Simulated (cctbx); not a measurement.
**Symmetry from intensities**

Cell: a = 6.6860 Å, b = 6.6860 Å, c = 4.2320 Å, α = 90.00°, β = 90.00°, γ = 90.00°. Expected content of the cell: Mo4 Y2 Na2.

Simulated single-crystal data (cctbx): Ag Kα, λ = 0.56087 Å, to d = 0.8 Å, 80 % of the full sphere, strongest reflection 20000 counts, noise from counting, a 4 % proportional error and a noise floor of 15 counts (s.d.); no absorption, some extinction.

A first pass over the reflections prints:

```text
1201 reflections to d = 0.805 A
centring   violations  <I/sigma> of those
    A        551 of   611     17.5
    B        544 of   604     17.5
    C        533 of   623     16.8
    I        472 of   577     16.2
    R        719 of   803     17.2
    F        814 of   919     17.3
Laue class    unique    Rint  (classes that these axes allow; Friedel mates merged)
P -1              736   0.032
P 1 2/m 1         416   0.034
P 1 1 2/m         440   0.034
P 2/m 1 1         420   0.035
P m m m           260   0.037
P 4/m             224   0.037
P 4/m m m         144   0.038
space group    extra absences  I>4sigma  <I/sigma>
P 4 2 2                 0          0         -  acentric
P 4 21 2               13          0       0.2  acentric
P 4 m m                 0          0         -  acentric
P -4 2 m                0          0         -  acentric
P -4 21 m              13          0       0.2  acentric
P -4 m 2                0          0         -  acentric
P 4/m m m               0          0         -  centric
Wilson B = 0.05 A^2   <|E^2-1|> = 0.677 (0.968 centric, 0.736 acentric)   E^2>4: 0.7 %
shell (A)         n   <I/sigma>
 6.69 - 1.60     24     38.6
 1.60 - 1.28     19     39.4
 1.28 - 1.12     17     46.8
 1.12 - 1.01     18     38.4
 1.01 - 0.94     18     39.6
 0.94 - 0.89     14     52.0
 0.89 - 0.84     15     40.0
 0.84 - 0.81     19     45.6
```

**Question.** What are the lattice type, the Laue class and the likely space group?

Every centring test has many violations, so the lattice is primitive.

Rint stays low (0.032 to 0.038) up to P 4/m m m, the highest class in these axes.

7 settings pass the absence test. The most absences obeyed, 13, belong to P 4 21 2 and P -4 21 m, which absences can't tell apart.

⟨|E²−1|⟩ = 0.677 leans to a non-centrosymmetric structure, or to twinning, which lowers it. The Wilson B of 0.05 Å² means U ≈ 0.0006 Å², too small to be real: the Wilson fit fails with so few reflections and atoms.

The true group is P-42_1m (no. 113), Laue class 4/mmm, non-centrosymmetric. The tables only narrow the choice to the tied entries; cell content, site symmetry and trial solutions must settle it.

This is a model crystal, built by substitution and not relaxed, with assumed displacement parameters.

[Logs are printed without paths, hosts, clocks, repeated set-up lines and the standing remarks that a program may print on its own settings, such as how far it seeks lower states.]
